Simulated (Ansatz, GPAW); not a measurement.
**A 2-layer slab of Au(110): work function by functional and basis**

How far do functional and basis move the work function of a 2-layer slab of Au(110)?

Method: Ansatz plane waves; slab in vacuum with a dipole correction, relaxation, in the first sound run; inputs show where later runs differ, in GPAW 26.7.0 and Ansatz 0.2.0.

### Step 1. The starting structure

The cell holds 2 atoms: 2 Au. Its edges and angles: a = 4.080 Å, b = 2.885 Å, c = 15.442 Å, α = 90.0°, β = 90.0°, γ = 90.0°. Vacuum lies along c.

Coordinates:

```cif
data_structure
_symmetry_space_group_name_H-M 'P 1'
_symmetry_Int_Tables_number 1
_cell_length_a 4.0800
_cell_length_b 2.8850
_cell_length_c 15.4425
_cell_angle_alpha 90.000
_cell_angle_beta 90.000
_cell_angle_gamma 90.000
_cell_volume 181.77
loop_
_atom_site_label
_atom_site_type_symbol
_atom_site_fract_x
_atom_site_fract_y
_atom_site_fract_z
_atom_site_occupancy
Au1 Au 0.50000 0.50000 0.45329 1
Au2 Au 0.00000 0.00000 0.54671 1
```

### Step 2. Relaxing the atoms

The atoms are relaxed first, since the surface dipole, and with it the work function, follows the positions of the outer layers. The lowest 1 atoms are held at bulk positions and keep their forces.

The input, input.yaml:

```yaml
crystal:
  lattice:
    - [4.08, 0.0, 0.0]
    - [0.0, 2.8849956672, 0.0]
    - [0.0, 0.0, 15.4424978336]
  atoms:
    - { symbol: Au, position: [0.5, 0.5, 0.4532945431] }
    - { symbol: Au, position: [0.0, 0.0, 0.5467054569] }
kpoints:
  mp_grid: { grid: [8, 11, 1] }
hamiltonian:
  xc: pbe
scf:
  occupations: { method: fermi_dirac, width: 0.1 }
efield:
  axis: 3
  dipole_correction: true
  ramp_width: 0.05
relax:
  f_tol: 0.02
  max_steps: 60
  constraints: [{ sites: [0] }]
output:
  write_potential: true
  write_density: true
  volumetric_format: npy
```

On the command line:

```console
ansatz run input.yaml --threads 4 --pin off --max-ram 8192MiB --backend cpu --events-out ev --progress --plain --runs-dir out
```

Numbers of over 12 decimals in the logs are rounded to 6 here.

The log of the run:

```text
Engine: ansatz 0.2.0, x86_64-unknown-linux-gnu
Pseudopotentials: kind: paw
Pseudopotential: Au, paw, valence charge 19, recommended cutoff 420 eV (normal), Au.paw.azcp
Functional definition: PBE
  parameter kappa = 0.804
  parameter beta = 0.066725
  exchange = pbe_x(kappa = kappa, mu = beta*pi^2/3)
  correlation = pbe_c(beta = beta)
Crystal: 2 atoms, lattice volume = 181.770 Å³
Basis set: ecut = 420 eV, 3547 PW (Γ), exchange–correlation on 60×40×216 points (8 copies of the dense FFT grid, shifted against one another)
Bands: 23, of which v1, the nominal top of the filled ones, is band 19 counted from 1 (18 counted from 0)
Symmetry: 4 space group operations
k-points: 30 of 88
Non-local potential: Au, projectors of the file, l = 0: 3, l = 1: 2, l = 2: 2, l = 3: 1
PAW form: soft (Blöchl's): semilocal exchange-correlation on the pseudo side does not see the compensation charge
PAW one-centre angular grid: Au, 590 points (default); XC on 64 Gauss nodes
Initial density: superposition of atomic densities (neutral atoms: chi_scale 0, normalization atom), corrected by the library's trained network
Initial wavefunctions: pseudopotential atomic-orbital guess
Functional: x = pbe(κ = 0.804, μ = 0.219515), c = pbe(β = 0.066725)
SCF iter   1: F=—  HF=-26297.323362 eV  |F-HF|=—  |Δ(HF+E_count)|=         —  Δρ=1.52e-3  dr2=2.86e-3  ethr=1.77e-3  p=0.000 e·Å  D=1.35e-13 V/Å  ΔV_dip=-0.00 eV  dr2_dipole=6.40e-10  V_vac-E_F(+/−)=5.10/5.10 eV  ⟨swp⟩=6.3  Hψ=3217  notcnv=0
efield: sawtooth ramp at fractional position 0.9750 (placed from the atoms, in the widest stretch of the axis that holds none; the zero of the levels goes with the place), width 0.0500; the density the first Hamiltonian is built on has a dipole p = 0.000 e·Å; the dipole correction subtracts the counter field D = 1.35e-13 V/Å, which shifts the + side's vacuum level by -0.00 eV against the − side's; the planar-averaged density in the ramp window peaks in size at 1.2e-5 e/Å³
preconditioner: auto → LDOS  [metal: Δε(μ)=0.133 eV  Ē_g=7.190 eV  σ=0.100 eV  W_gap=0.31  n_scr=24 (ndim 8)  ℏωp=12.9 eV  f_vac=0.690  D(μ)=0.96/eV (n_scr^D=4)  β→1.0]
SCF iter   2: F=—  HF=-26297.326241 eV  |F-HF|=—  |Δ(HF+E_count)|=   2.88e-3  Δρ=9.30e-4  dr2=1.69e-3  ethr=7.53e-6  p=-0.000 e·Å  D=-1.19e-5 V/Å  ΔV_dip=0.00 eV  dr2_dipole=1.34e-8  V_vac-E_F(+/−)=5.06/5.06 eV  ⟨swp⟩=2.3  Hψ=1617  notcnv=0
SCF iter   3: F=—  HF=-26297.325792 eV  |F-HF|=—  |Δ(HF+E_count)|=   4.50e-4  Δρ=2.65e-4  dr2=1.92e-4  ethr=4.44e-6  p=0.000 e·Å  D=1.24e-6 V/Å  ΔV_dip=-0.00 eV  dr2_dipole=1.99e-10  V_vac-E_F(+/−)=5.05/5.05 eV  ⟨swp⟩=2.5  Hψ=1240  notcnv=0
iter 4 did not close the SCF: its close was put off for the readings that it lacked (scf_convergence_deferred on its scf_iter line)
SCF iter   4: F=-26297.325759 eV  HF=-26297.325757 eV  |F-HF|=1.76e-6  |Δ(HF+E_count)|=   3.41e-5  Δρ=4.68e-5  dr2=5.14e-6  ethr=5.04e-7  p=-0.000 e·Å  D=-2.32e-6 V/Å  ΔV_dip=0.00 eV  dr2_dipole=2.05e-10  V_vac-E_F(+/−)=5.05/5.05 eV  ⟨swp⟩=2.0  Hψ=1026  notcnv=0
iter 5 did not close the SCF: its close was put off for the readings that it lacked (scf_convergence_deferred on its scf_iter line)
SCF iter   5: F=-26297.325760 eV  HF=-26297.325760 eV  |F-HF|=5.20e-8  |Δ(HF+E_count)|=   2.39e-6  Δρ=1.06e-5  dr2=5.16e-7  ethr=1.35e-8  p=0.000 e·Å  D=9.81e-7 V/Å  ΔV_dip=-0.00 eV  dr2_dipole=1.02e-10  V_vac-E_F(+/−)=5.04/5.04 eV  ⟨swp⟩=2.0  Hψ=1034  notcnv=0
SCF iter   6: F=-26297.325760 eV  HF=-26297.325760 eV  |F-HF|=3.06e-8  |Δ(HF+E_count)|=   1.65e-7  Δρ=7.20e-6  dr2=1.33e-7  ethr=1.36e-9  p=-0.000 e·Å  D=-1.83e-6 V/Å  ΔV_dip=0.00 eV  dr2_dipole=1.42e-10  V_vac-E_F(+/−)=5.04/5.04 eV  ⟨swp⟩=8.0  Hψ=5171  notcnv=0
SCF 1 converged in 6 iterations: F = -26297.325760 eV  dr2 = 1.33e-7
  greatest PAW one-centre occupation: 1.000 electrons in one spin orbital (limit 2), on the Au atom at site 1 (counted from 0), in its partial waves of l = 0
relax step   1: F+E_penalty+E_count = -26297.32575999 eV  Δ(F+E_penalty+E_count) = +0.000e0 eV  max|allowed force component| = 7.976e-1 eV/Å  Δτ_max = 0.0000 Å  (6 SCF iters, dr2 threshold 1.00e-5 eV, accepted)
Initial density: handed on by an earlier stage of this run
Initial wavefunctions: those handed on with the density
iter 1 solved again at ethr=1.08e-4 eV; its pass at ethr=3.10e-3 eV (dr2=4.09e-2 eV) is discarded
SCF iter   1: F=—  HF=-26297.462329 eV  |F-HF|=—  |Δ(HF+E_count)|=         —  Δρ=5.02e-3  dr2=4.27e-2  ethr=1.08e-4  p=-0.000 e·Å  D=-6.40e-6 V/Å  ΔV_dip=0.00 eV  dr2_dipole=3.64e-4  V_vac-E_F(+/−)=4.88/4.88 eV  ⟨swp⟩=2.0  Hψ=3252  notcnv=0
efield: sawtooth ramp at fractional position 0.9750 (handed on by an earlier solve), width 0.0500; the density the first Hamiltonian is built on has a dipole p = -0.000 e·Å; the dipole correction subtracts the counter field D = -6.40e-6 V/Å, which shifts the + side's vacuum level by +0.00 eV against the − side's; the planar-averaged density in the ramp window peaks in size at 9.2e-6 e/Å³
preconditioner: auto → LDOS  [metal: Δε(μ)=0.147 eV  Ē_g=7.397 eV  σ=0.100 eV  W_gap=0.35  n_scr=24 (ndim 8)  ℏωp=12.9 eV  f_vac=0.700  D(μ)=0.87/eV (n_scr^D=4)  β→1.0]
SCF iter   2: F=—  HF=-26297.469717 eV  |F-HF|=—  |Δ(HF+E_count)|=   7.39e-3  Δρ=4.69e-3  dr2=7.20e-2  ethr=1.08e-4  p=-0.007 e·Å  D=-6.96e-3 V/Å  ΔV_dip=0.11 eV  dr2_dipole=3.46e-3  V_vac-E_F(+/−)=5.01/4.90 eV  ⟨swp⟩=2.3  Hψ=1422  notcnv=0
SCF iter   3: F=—  HF=-26297.451258 eV  |F-HF|=—  |Δ(HF+E_count)|=   1.85e-2  Δρ=4.90e-4  dr2=5.10e-4  ethr=1.08e-4  p=-0.002 e·Å  D=-1.73e-3 V/Å  ΔV_dip=0.03 eV  dr2_dipole=7.05e-5  V_vac-E_F(+/−)=4.91/4.89 eV  ⟨swp⟩=2.2  Hψ=1221  notcnv=0
SCF iter   4: F=—  HF=-26297.451250 eV  |F-HF|=—  |Δ(HF+E_count)|=   7.91e-6  Δρ=1.98e-4  dr2=7.26e-5  ethr=1.34e-6  p=-0.001 e·Å  D=-7.03e-4 V/Å  ΔV_dip=0.01 eV  dr2_dipole=2.92e-6  V_vac-E_F(+/−)=4.90/4.88 eV  ⟨swp⟩=2.5  Hψ=1218  notcnv=0
SCF iter   5: F=-26297.451239 eV  HF=-26297.451241 eV  |F-HF|=2.15e-6  |Δ(HF+E_count)|=   8.65e-6  Δρ=5.23e-5  dr2=6.73e-6  ethr=1.05e-7  p=-0.000 e·Å  D=-3.12e-4 V/Å  ΔV_dip=0.00 eV  dr2_dipole=2.65e-7  V_vac-E_F(+/−)=4.89/4.89 eV  ⟨swp⟩=12.2  Hψ=6701  notcnv=0
SCF 2 converged in 5 iterations: F = -26297.451239 eV  dr2 = 6.73e-6
  greatest PAW one-centre occupation: 1.000 electrons in one spin orbital (limit 2), on the Au atom at site 0 (counted from 0), in its partial waves of l = 0
relax step   2: F+E_penalty+E_count = -26297.45123914 eV  Δ(F+E_penalty+E_count) = -1.255e-1 eV  max|allowed force component| = 4.831e-1 eV/Å  Δτ_max = 0.1950 Å  (5 SCF iters, dr2 threshold 3.98e-5 eV, accepted)
SCF iter   1: F=—  HF=-26297.524208 eV  |F-HF|=—  |Δ(HF+E_count)|=         —  Δρ=5.25e-3  dr2=4.80e-2  ethr=1.12e-3  p=-0.000 e·Å  D=-3.07e-4 V/Å  ΔV_dip=0.00 eV  dr2_dipole=1.14e-4  V_vac-E_F(+/−)=4.76/4.75 eV  ⟨swp⟩=5.2  Hψ=2555  notcnv=0
efield: sawtooth ramp at fractional position 0.9750 (handed on by an earlier solve), width 0.0500; the density the first Hamiltonian is built on has a dipole p = -0.000 e·Å; the dipole correction subtracts the counter field D = -3.07e-4 V/Å, which shifts the + side's vacuum level by +0.00 eV against the − side's; the planar-averaged density in the ramp window peaks in size at 1.0e-6 e/Å³
preconditioner: auto → LDOS  [metal: Δε(μ)=0.088 eV  Ē_g=7.615 eV  σ=0.100 eV  W_gap=0.21  n_scr=24 (ndim 8)  ℏωp=12.9 eV  f_vac=0.710  D(μ)=0.88/eV (n_scr^D=4)  β→1.0]
SCF iter   2: F=—  HF=-26297.534507 eV  |F-HF|=—  |Δ(HF+E_count)|=   1.03e-2  Δρ=4.62e-3  dr2=7.81e-2  ethr=1.26e-4  p=-0.007 e·Å  D=-6.91e-3 V/Å  ΔV_dip=0.11 eV  dr2_dipole=3.81e-3  V_vac-E_F(+/−)=4.88/4.78 eV  ⟨swp⟩=2.5  Hψ=1688  notcnv=0
SCF iter   3: F=—  HF=-26297.514140 eV  |F-HF|=—  |Δ(HF+E_count)|=   2.04e-2  Δρ=6.19e-4  dr2=4.82e-4  ethr=1.26e-4  p=-0.000 e·Å  D=-4.33e-4 V/Å  ΔV_dip=0.01 eV  dr2_dipole=9.41e-8  V_vac-E_F(+/−)=4.77/4.77 eV  ⟨swp⟩=2.2  Hψ=1209  notcnv=0
SCF iter   4: F=—  HF=-26297.514155 eV  |F-HF|=—  |Δ(HF+E_count)|=   1.50e-5  Δρ=2.55e-4  dr2=2.32e-4  ethr=1.27e-6  p=-0.001 e·Å  D=-5.38e-4 V/Å  ΔV_dip=0.01 eV  dr2_dipole=2.13e-5  V_vac-E_F(+/−)=4.76/4.75 eV  ⟨swp⟩=3.3  Hψ=1604  notcnv=0
SCF iter   5: F=-26297.514105 eV  HF=-26297.514105 eV  |F-HF|=8.11e-7  |Δ(HF+E_count)|=   5.02e-5  Δρ=5.52e-5  dr2=5.28e-6  ethr=3.84e-8  p=-0.000 e·Å  D=-3.71e-5 V/Å  ΔV_dip=0.00 eV  dr2_dipole=3.71e-10  V_vac-E_F(+/−)=4.75/4.75 eV  ⟨swp⟩=10.9  Hψ=6420  notcnv=0
SCF 3 converged in 5 iterations: F = -26297.514105 eV  dr2 = 5.28e-6
relax step   3: F+E_penalty+E_count = -26297.51410532 eV  Δ(F+E_penalty+E_count) = -6.287e-2 eV  max|allowed force component| = 1.639e-1 eV/Å  Δτ_max = 0.1950 Å  (5 SCF iters, dr2 threshold 1.46e-5 eV, accepted)
[...]
relax step   4: F+E_penalty+E_count = -26297.52278333 eV  Δ(F+E_penalty+E_count) = -8.678e-3 eV  max|allowed force component| = 2.724e-2 eV/Å  Δτ_max = 0.0911 Å  (5 SCF iters, dr2 threshold 3.09e-6 eV, accepted)
SCF iter   1: F=—  HF=-26297.523208 eV  |F-HF|=—  |Δ(HF+E_count)|=         —  Δρ=5.96e-4  dr2=5.87e-4  ethr=1.47e-5  p=-0.000 e·Å  D=-1.19e-5 V/Å  ΔV_dip=0.00 eV  dr2_dipole=7.10e-6  V_vac-E_F(+/−)=4.70/4.70 eV  ⟨swp⟩=3.2  Hψ=1885  notcnv=0
efield: sawtooth ramp at fractional position 0.9750 (handed on by an earlier solve), width 0.0500; the density the first Hamiltonian is built on has a dipole p = -0.000 e·Å; the dipole correction subtracts the counter field D = -1.19e-5 V/Å, which shifts the + side's vacuum level by +0.00 eV against the − side's; the planar-averaged density in the ramp window peaks in size at 9.0e-6 e/Å³
preconditioner: auto → LDOS  [metal: Δε(μ)=0.056 eV  Ē_g=7.797 eV  σ=0.100 eV  W_gap=0.14  n_scr=24 (ndim 8)  ℏωp=12.9 eV  f_vac=0.717  D(μ)=0.84/eV (n_scr^D=4)  β→1.0]
SCF iter   2: F=—  HF=-26297.523321 eV  |F-HF|=—  |Δ(HF+E_count)|=   1.13e-4  Δρ=5.04e-4  dr2=1.08e-3  ethr=1.54e-6  p=-0.001 e·Å  D=-1.13e-3 V/Å  ΔV_dip=0.02 eV  dr2_dipole=8.90e-5  V_vac-E_F(+/−)=4.71/4.70 eV  ⟨swp⟩=2.9  Hψ=1870  notcnv=0
SCF iter   3: F=—  HF=-26297.523059 eV  |F-HF|=—  |Δ(HF+E_count)|=   2.63e-4  Δρ=6.76e-5  dr2=6.14e-6  ethr=1.54e-6  p=-0.000 e·Å  D=-1.22e-4 V/Å  ΔV_dip=0.00 eV  dr2_dipole=1.27e-7  V_vac-E_F(+/−)=4.70/4.70 eV  ⟨swp⟩=2.0  Hψ=1054  notcnv=0
SCF iter   4: F=—  HF=-26297.523050 eV  |F-HF|=—  |Δ(HF+E_count)|=   8.24e-6  Δρ=2.85e-5  dr2=3.21e-6  ethr=1.62e-8  p=-0.000 e·Å  D=-1.02e-4 V/Å  ΔV_dip=0.00 eV  dr2_dipole=3.75e-7  V_vac-E_F(+/−)=4.70/4.69 eV  ⟨swp⟩=3.1  Hψ=1552  notcnv=0
SCF iter   5: F=-26297.523050 eV  HF=-26297.523050 eV  |F-HF|=1.48e-7  |Δ(HF+E_count)|=   3.60e-7  Δρ=5.53e-6  dr2=4.80e-8  ethr=2.63e-10  p=-0.000 e·Å  D=-2.03e-5 V/Å  ΔV_dip=0.00 eV  dr2_dipole=3.16e-10  V_vac-E_F(+/−)=4.70/4.69 eV  ⟨swp⟩=9.1  Hψ=5619  notcnv=0
SCF 5 converged in 5 iterations: F = -26297.523050 eV  dr2 = 4.80e-8
relax step   5: F+E_penalty+E_count = -26297.52305018 eV  Δ(F+E_penalty+E_count) = -2.669e-4 eV  max|allowed force component| = 1.109e-3 eV/Å  Δτ_max = 0.0201 Å  (5 SCF iters, accepted)
NSCF: frozen V_eff on 30 k-points
the search or the solves at the SCF's close seem to have found levels that the self-consistency loop had missed (the run counts 1). By its estimate they hold under 1e-12 electrons; where the run keeps them, the occupations were computed again with them
WARN: The input density's exchange-correlation potential varies sharply where the density is thin. Do not read a vacuum level from v_tot or v_xc, or from such a field of the output density. On a cell that repeats whose density bears no net charge and no dipole along the vacuum's axis use v_es (v_loc + v_h of the components); under efield.dipole_correction with no amplitude use v_es + v_field, which holds any external [...]
SCF converged after 5 iterations
Free energy (F): -26297.523050 eV
Harris-Foulkes:  -26297.523050 eV  (|F-HF|=1.48e-7)
Internal energy: -26297.495964 eV  (E = F + TS)
E sigma→0 (E₀):  -26297.509507 eV
Entropy (-TS):   -0.027086 eV (-13.543 meV/atom)
Fermi energy:    -0.002313 eV
Dipole field:    D = 0.000005 V/Å  (p = 0.000005 e·Å, saw-weighted, corrected)
Work function:   Φ+ = 4.6949 eV   Φ− = 4.6950 eV
Levels:          The Fermi level and band energies are counted from a zero that moves with the ramp; work functions are not
--- Per-component energies (eV) ---
  E_band       = -1174.704296
  E_kinetic    = 1211.283368
  E_local      = -24756.420738  (includes V_loc(G=0)·N_el)
  E_nonlocal   = 148.714632
  E_hartree    = 11747.648348
  E_xc         = -454.856841
  E_vxc        = -548.622567  (∫ρ·V_xc dr)
  E_paw        = -19414.313962  (= ΣΔE_a)
  E_vpaw       = -724.937488  (= ΣTr[D̂ρ^β])
  E_aug_tail   = 0.002842  (compensation charges beyond the density's cutoff)
  E_efield     = 0.000000  (sawtooth field / dipole correction)
  E_vefield    = 0.000045  (∫n·V_field dr)
  E_ewald      = 5220.446388
  E_smearing   = -0.027086  (= −TS)
  E_closure    = -0.000000  (closes the sum)
  Σ components = -26297.523050   (vs F -26297.523050, Δ=0.00e0)
--- Forces (eV/Å), atoms counted from 1 ---
  atom   1  Au     0.00000000     0.00000000    -0.00109165
  atom   2  Au     0.00000000     0.00000000     0.00110936
  max |Σ_I F_I| component: 1.77e-5 eV/Å
--- Band table (eV; the first three rows and the last of 30) ---
  k-point 0: bands = [... 15 lower, -2.8491, -2.6207, -2.5221, -0.9721, -0.1229, 3.9699, 4.2260, 5.0179]
  k-point 1: bands = [... 15 lower, -3.1004, -2.6933, -2.3058, -1.1067, 0.1581, 4.1128, 4.6779, 5.1675]
  k-point 2: bands = [... 15 lower, -2.8851, -2.7612, -2.0344, -1.3422, 0.8621, 4.5375, 5.6077, 5.8293]
  k-point 29: bands = [... 15 lower, -2.9547, -1.6428, -1.6427, 1.6757, 1.6757, 4.4734, 4.4735, 7.5916]
--- Relaxed structure (5 steps of the walk, 5 accepted, 0 SCFs on fresh bases) ---
  F+E_penalty+E_count = -26297.52305018 eV   max|allowed force component| = 1.109e-3 eV/Å
  atoms:
    - { symbol: Au, position: [0.5, 0.5, 0.453295] }
    - { symbol: Au, position: [0.0, 0.0, 0.514245] }
```

It took 14 s on 4 threads of Intel Xeon Platinum 8488C (Sapphire Rapids), shared host; peak memory 0.51 GiB.

Step by step:

```csv
step,energy less that of the first step (eV),largest force component (eV/Å)
1,0.0000,0.7976
2,-0.1255,0.4831
3,-0.1883,0.1639
4,-0.1970,0.0272
5,-0.1973,0.0011
```

The run keeps the 4 symmetry operations that it works with, so distortions that break them were not tested.

The atoms that moved most (Å):

```csv
atom,dx,dy,dz,length
Au2,0.000,0.000,-0.501,0.501
```

Final coordinates:

```xyz
2
Lattice="4.0800 0.0000 0.0000 0.0000 2.8850 0.0000 0.0000 0.0000 15.4425" Properties=species:S:1:pos:R:3
Au    2.0400    1.4425    7.0000
Au    0.0000    0.0000    7.9412
```

This step gave:

* free energy: -26297.5231 eV
* smearing term TS: 0.02709 eV
* symmetry operations: 4
* upper work function: 4.695 eV
* lower work function: 4.695 eV
* dipole along the normal: 4.78e-6 e·Å
* dipole field: 4.76e-6 V/Å
* vacuum level above: 4.693 eV
* vacuum level below: 4.693 eV

Table of electrostatic potential energy of an electron (with the applied field's), less the Fermi level, planar mean by z:

```csv
z (Å),"electrostatic potential energy of an electron (with the applied field's), less the Fermi level, planar mean (eV)"
0.0,4.70
0.5,4.69
1.0,4.69
1.5,4.69
2.0,4.69
2.5,4.69
3.0,4.69
3.5,4.69
4.0,4.69
4.5,4.66
5.0,4.56
5.5,4.13
6.0,2.18
6.5,-5.31
7.0,-11.2
7.5,-14.8
8.0,-10.6
8.5,-4.34
9.0,2.60
9.5,4.22
10.0,4.58
10.5,4.67
11.0,4.69
11.5,4.69
12.0,4.69
12.5,4.70
13.0,4.70
13.5,4.70
14.0,4.70
14.5,4.70
15.0,4.70
```

The valence density, planar mean by z:

```csv
z (Å),"valence density, planar mean (e/Å³)"
0.00,-4.2e-6
0.43,0
0.86,4.6e-6
1.29,-8.0e-6
1.72,1.1e-5
2.00,1.2e-5
2.43,-3.8e-6
2.86,1.8e-5
3.29,4.9e-5
3.72,1.4e-4
4.15,5.3e-4
4.58,0.00169
5.00,0.00610
5.43,0.0220
5.72,0.0533
6.15,0.225
6.58,0.930
7.01,1.60
7.44,1.59
7.86,1.63
8.29,1.08
8.72,0.295
9.15,0.0666
9.58,0.0177
9.87,0.00751
10.29,0.00211
10.72,6.1e-4
11.15,2.0e-4
11.58,4.0e-5
12.01,3.1e-5
12.44,-4.0e-6
12.87,6.0e-6
13.30,1.7e-6
13.58,4.5e-6
14.01,-7.5e-6
14.44,8.9e-6
14.87,-8.0e-6
15.30,5.4e-6
```

The relaxation lowered the energy of the cell by 0.197 eV.

(Continued in part 2 of 3.)

[Logs are printed without paths, hosts, clocks, repeated set-up lines and the standing remarks that a program may print on its own settings, such as how far it seeks lower states.]

[Hosts, paths, dates, database ids (printed as entryN), source tags and the programs' standing remarks are cut or masked in the printed files.]
